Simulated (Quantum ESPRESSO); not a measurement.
# MnS: which magnetic order is lowest, part 2 of 2

Aim: find out which collinear order of MnS costs least.

Quantum ESPRESSO 7.5; PBEsol with U = 4 eV on Mn d (ortho-atomic projectors); plane waves with GBRV 1.5 PBEsol potentials, no spin-orbit coupling.

So far, absolute magnetization (μB): step 3 (run 2, typed as antiferro q=(0,1/2,1/2) +−) 9.71.

The database entry behind the starting cell differs from later determinations by our own check (an axis about 0.2 % short against later determinations), so it need not match the best structure at ambient conditions.

## 4. Start 3: antiferro q=(0,0,1/2) +−

The cell is doubled to 4 atoms to hold this order.

Contents of pw.in:

```
&CONTROL
  calculation = 'scf'
  prefix = 'pwscf'
  outdir = './tmp'
  pseudo_dir = './pseudo'
  disk_io = 'nowf'
/
&SYSTEM
  ibrav = 0
  celldm(1) = 8
  nat = 4
  ntyp = 3
  ecutwfc = 40
  ecutrho = 280
  nbnd = 30
  occupations = 'smearing'
  smearing = 'fd'
  degauss = 0.00734986
  nspin = 2
  starting_magnetization(1) = 0.3
  starting_magnetization(2) = -0.3
  starting_magnetization(3) = 0
/
&ELECTRONS
  conv_thr = 8d-09
  electron_maxstep = 150
  mixing_beta = 0.3
/
ATOMIC_SPECIES
Mn1    54.9380 mn_pbesol_v1.5.uspp.F.UPF
Mn2    54.9380 mn_pbesol_v1.5.uspp.F.UPF
S      32.0600 s_pbesol_v1.4.uspp.F.UPF
CELL_PARAMETERS alat
   0.0000000000000    0.6152239614485    0.6152239614485
   0.6152239614485    0.0000000000000    0.6152239614485
   1.2304479228970    1.2304479228970    0.0000000000000
ATOMIC_POSITIONS crystal
Mn1     0.0000000000    0.0000000000    0.0000000000
Mn2     0.0000000000    0.0000000000    0.5000000000
S       0.5000000000    0.5000000000    0.2500000000
S       0.5000000000    0.5000000000    0.7500000000
K_POINTS automatic
10 10 5 0 0 0
HUBBARD {ortho-atomic}
U Mn1-3d 4.0000
U Mn2-3d 4.0000
```

Command:

```bash
> OMP_NUM_THREADS=1 mpirun -n 4 pw.x -nk 4 -in pw.in > pw.out
```

Output:

```text
     [... lines left out ...]
Program PWSCF v.7.5 starts
     [... lines left out ...]
     number of atoms/cell      =            4
     [... lines left out ...]
     number of electrons       =        42.00
     number of Kohn-Sham states=           30
     kinetic-energy cutoff     =      40.0000  Ry
     charge density cutoff     =     280.0000  Ry
     scf convergence threshold =      8.0E-09
     [... lines left out ...]
     12 Sym. Ops., with inversion, found
     [... lines left out ...]
     number of k points=    58  Fermi-Dirac smearing, width (Ry)=  0.0073
     [... lines left out ...]
     iteration # 15     ecut=    40.00 Ry     beta= 0.30
     [... lines left out ...]
     Magnetic moment per site  (integrated on atomic sphere of radius R)
     atom   1 (R=0.254)  charge= 13.1512  magn=  4.4172
     atom   2 (R=0.254)  charge= 13.1512  magn= -4.4172
     atom   3 (R=0.254)  charge=  4.6903  magn=  0.0000
     atom   4 (R=0.254)  charge=  4.6903  magn=  0.0000
     [... lines left out ...]
     Tr[ns(  1)] (up, down, total) =   4.96455  0.30371  5.26826
     [... lines left out ...]
     Tr[ns(  2)] (up, down, total) =   0.30372  4.96455  5.26826
     [... lines left out ...]
     the Fermi energy is    10.4861 ev
!    total energy              =    -470.19862241 Ry
     estimated scf accuracy    <          7.5E-09 Ry
     smearing contrib. (-TS)   =      -0.00000011 Ry
     [... lines left out ...]
     total magnetization       =    -0.00 Bohr mag/cell
     absolute magnetization    =     9.46 Bohr mag/cell
     convergence has been achieved in  15 iterations
```

Run time: 56 s. Hardware: 4 MPI ranks of Arm Neoverse V2, shared host; peak memory 0.56 GiB; 3.7 min of CPU time.

Spin moment in the atom's sphere by atom:

```
atom  spin moment in the atom's sphere (μB)
 Mn1                                   4.42
 Mn2                                  -4.42
  S3                                   0.00
  S4                                   0.00
```

This step gave:

| Property | Result |
| --- | --- |
| smearing term TS | 1.47e-6 eV |
| magnetization | 0 μB |
| absolute magnetization | 9.457 μB |
| final state | antiferromagnetic |

## 5. Start 4: antiferro q=(0,1/2,1/2) +−

The cell is doubled to 4 atoms to hold this order.

pw.in: that of step 4 with these lines changed.

```diff
@@ -34,11 +34,11 @@
    0.0000000000000    0.6152239614485    0.6152239614485
-   0.6152239614485    0.0000000000000    0.6152239614485
-   1.2304479228970    1.2304479228970    0.0000000000000
+   1.2304479228970    0.0000000000000    1.2304479228970
+   1.2304479228970    0.6152239614485    0.6152239614485
 ATOMIC_POSITIONS crystal
 Mn1     0.0000000000    0.0000000000    0.0000000000
-Mn2     0.0000000000    0.0000000000    0.5000000000
-S       0.5000000000    0.5000000000    0.2500000000
-S       0.5000000000    0.5000000000    0.7500000000
+Mn2     0.0000000000    0.5000000000    0.0000000000
+S       0.5000000000    0.0000000000    0.5000000000
+S       0.5000000000    0.5000000000    0.5000000000
 K_POINTS automatic
-10 10 5 0 0 0
+10 5 10 0 0 0
 HUBBARD {ortho-atomic}
```

Output:

```text
     [... lines left out ...]
Program PWSCF v.7.5 starts
     [... lines left out ...]
     number of atoms/cell      =            4
     [... lines left out ...]
     number of electrons       =        42.00
     number of Kohn-Sham states=           30
     kinetic-energy cutoff     =      40.0000  Ry
     charge density cutoff     =     280.0000  Ry
     scf convergence threshold =      8.0E-09
     [... lines left out ...]
     16 Sym. Ops., with inversion, found
     [... lines left out ...]
     number of k points=    63  Fermi-Dirac smearing, width (Ry)=  0.0073
     [... lines left out ...]
     iteration # 12     ecut=    40.00 Ry     beta= 0.30
     [... lines left out ...]
     Magnetic moment per site  (integrated on atomic sphere of radius R)
     atom   1 (R=0.254)  charge= 13.1412  magn=  4.4753
     atom   2 (R=0.254)  charge= 13.1412  magn= -4.4753
     atom   3 (R=0.254)  charge=  4.6949  magn= -0.0364
     atom   4 (R=0.254)  charge=  4.6950  magn=  0.0364
     [... lines left out ...]
     Tr[ns(  1)] (up, down, total) =   4.96656  0.27299  5.23954
     [... lines left out ...]
     Tr[ns(  2)] (up, down, total) =   0.27299  4.96656  5.23954
     [... lines left out ...]
     the Fermi energy is    10.5398 ev
!    total energy              =    -470.19374558 Ry
     estimated scf accuracy    <          5.5E-09 Ry
     smearing contrib. (-TS)   =      -0.00002730 Ry
     [... lines left out ...]
     total magnetization       =     0.00 Bohr mag/cell
     absolute magnetization    =     9.71 Bohr mag/cell
     convergence has been achieved in  12 iterations
```

It took 75 s on 4 MPI ranks; peak memory 0.68 GiB.

Numbers from this step:

| Property | Result |
| --- | --- |
| smearing term TS | 3.71e-4 eV |
| magnetization | 0 μB |
| absolute magnetization | 9.71 μB |
| final state | antiferromagnetic |
| largest moment | 4.475 μB |

## 6. The states side by side

An order is kept where moments of 0.15 μB or more survive with the typed signs; meshes match where a doubled cell samples the same k points as the first cell.

Orders:

```
                     start        final state  typed order kept  energy over the lowest (meV a seeded atom)  largest site moment (μB)  net moment (μB a cell of the first run)  mesh matched  CPU time (s)
                   ferro +      ferromagnetic               yes                                       50.56                     4.498                                        5           yes         39.75
antiferro q=(0,1/2,1/2) +-  antiferromagnetic               yes                                       33.18                     4.475                                        0           yes         303.5
  antiferro q=(0,0,1/2) +-  antiferromagnetic               yes                                           0                     4.417                                        0           yes         222.8
antiferro q=(0,1/2,1/2) +-  antiferromagnetic               yes                                       33.18                     4.475                                        0           yes         301.5
```

## 7. Occupations of the corrected shells in the lowest state

Occupations of the Hubbard shells:

```csv
block,type,shell,spin,electrons,occupation numbers
1,Mn1,3d,up,4.965,0.989 0.989 0.995 0.995 0.995
1,Mn1,3d,down,0.3037,0.023 0.023 0.023 0.117 0.117
2,Mn2,3d,up,0.3037,0.023 0.023 0.023 0.117 0.117
2,Mn2,3d,down,4.965,0.989 0.989 0.995 0.995 0.995
```

## 8. What came out

```
lowest state found      : antiferromagnetic (from antiferro q=(0,0,1/2) +-)
largest site moment     : 4.42 μB
next state with moments : antiferromagnetic, 33.2 meV a seeded atom higher
```

This is the lowest of 4 collinear or spinless starts, no proof of the ground state. Energies are free energies at an electronic temperature of 1160 K, which lowers moments and differences where the moments are itinerant.

[Logs and program files are shortened in this print: banners, set-up blocks, solver, clock and traceback lines can be left out without a mark of their own.]

[Logs are printed without paths, hosts, clocks, repeated set-up lines and the standing remarks that a program may print on its own settings, such as how far it seeks lower states.]

[Hosts, paths, dates, database ids (printed as entryN), source tags and the programs' standing remarks are cut or masked in the printed files.]

[Where a cell is said to come from a database of computed structures, the database is the Materials Project.]
